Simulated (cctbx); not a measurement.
## Interatomic vectors of Rb2Tl2GeS2O2

Space group C2/c (no. 15), a = 7.3470 Å, b = 22.2190 Å, c = 6.1690 Å, α = 90.00°, β = 117.45°, γ = 90.00°, content Tl8 Rb8 Ge4 S8 O8.

The data are simulated with cctbx, not measured: Mo Kα, λ = 0.71073 Å, to d = 0.75 Å, 50 % of the full sphere, strongest reflection 20000 counts, noise from counting, a 6 % proportional error and a noise floor of 8 counts (s.d.); no absorption, some extinction.

Patterson synthesis, origin scaled to 1000:

```text
Patterson group C 1 2/m 1
      u       v       w   height  length (A)
  0.000   0.000   0.000   1000.0     0.00
  0.000   0.150   0.000    502.2     3.34
  0.000   0.215   0.500    391.2     5.69
  0.000   0.066   0.500    313.5     3.42
  0.000   0.370   0.500    313.2     8.79
  0.000   0.125   0.500    245.7     4.16
  0.000   0.500   0.000    205.6    11.11
  0.000   0.257   0.000    196.0     5.71
  0.000   0.271   0.500    149.4     6.77
  0.000   0.338   0.000    143.7     7.52
  0.000   0.406   0.000    130.6     9.03
  0.000   0.473   0.500    126.3    10.95
  0.000   0.310   0.000    118.8     6.88
  0.191   0.000   0.404    107.4     2.23
```

**Question.** Which atom pairs make the peaks, and where is the heaviest atom?

A peak at u stands for all pairs with xi − xj = u, with weight Σ ZiZj against Σ Z² = 70096 at the origin. Peak heights follow these weights only roughly, since form factors, motion and series ripples differ, all vectors within 0.55 Å of a peak are counted as merged into it though the farther ones add only part of their weight, and F(000) is left out, which lowers the whole map:

| u | v | w | shortest length (Å) | height | 1000 ΣZiZj/ΣZ² | pairs in the cell |
| --- | --- | --- | --- | --- | --- | --- |
| 0.000 | 0.150 | 0.000 | 3.33 | 502 | 522 | 4 × Tl–Tl, 4 × Tl–Ge |
| 0.000 | 0.215 | 0.500 | 5.69 | 391 | 374 | 4 × Tl–Tl |
| 0.000 | 0.066 | 0.500 | 3.42 | 314 | 483 | 8 × Tl–Ge, 2 × Tl–Tl |
| 0.000 | 0.370 | 0.500 | 4.57 | 313 | 412 | 2 × Tl–Tl, 4 × Tl–Rb, 2 × Rb–Rb, 4 × S–S |
| 0.000 | 0.125 | 0.500 | 4.15 | 246 | 292 | 4 × Tl–Rb, 6 × Rb–Rb, 4 × O–O |
| 0.000 | 0.500 | 0.000 | 3.67 | 206 | 342 | 8 × Tl–Rb |
| 0.000 | 0.257 | 0.000 | 5.71 | 196 | 249 | 4 × Tl–Rb, 4 × Rb–Rb |
| 0.000 | 0.271 | 0.500 | 6.20 | 149 | 200 | 4 × Tl–Rb, 2 × Ge–Ge |
| 0.000 | 0.338 | 0.000 | 5.14 | 144 | 171 | 4 × Tl–Rb |
| 0.000 | 0.406 | 0.000 | 4.23 | 131 | 171 | 4 × Tl–Rb |

The table stops at ten peaks or at a height of 45, below which ripples compete. In the model behind the data Tl, the heaviest element, has 2 independent sites: (0, 0.8183, 1/4) and (0, 0.9667, 1/4), up to an allowed shift of origin; the Tl–Tl vectors are differences of these positions and their symmetry mates. The whole model:

| atom | mult. | x | y | z | Ueq (Å²) |
| --- | --- | --- | --- | --- | --- |
| Tl1 | 4 | 0 | 0.8183 | 1/4 | 0.0077 |
| Tl2 | 4 | 0 | 0.9667 | 1/4 | 0.0106 |
| Rb1 | 4 | 0 | 0.5607 | 1/4 | 0.0178 |
| Rb2 | 4 | 1/2 | 0.8072 | 1/4 | 0.0135 |
| Ge1 | 4 | 1/2 | 0.6239 | 1/4 | 0.0172 |
| S1 | 8 | 0.6930 | 0.6821 | 0.1558 | 0.0161 |
| O1 | 8 | 0.2997 | 0.5654 | 0.9435 | 0.0132 |

This is a model crystal, built by substitution and not relaxed, with assumed displacement parameters.

[Logs are printed without paths, hosts, clocks, repeated set-up lines and the standing remarks that a program may print on its own settings, such as how far it seeks lower states.]
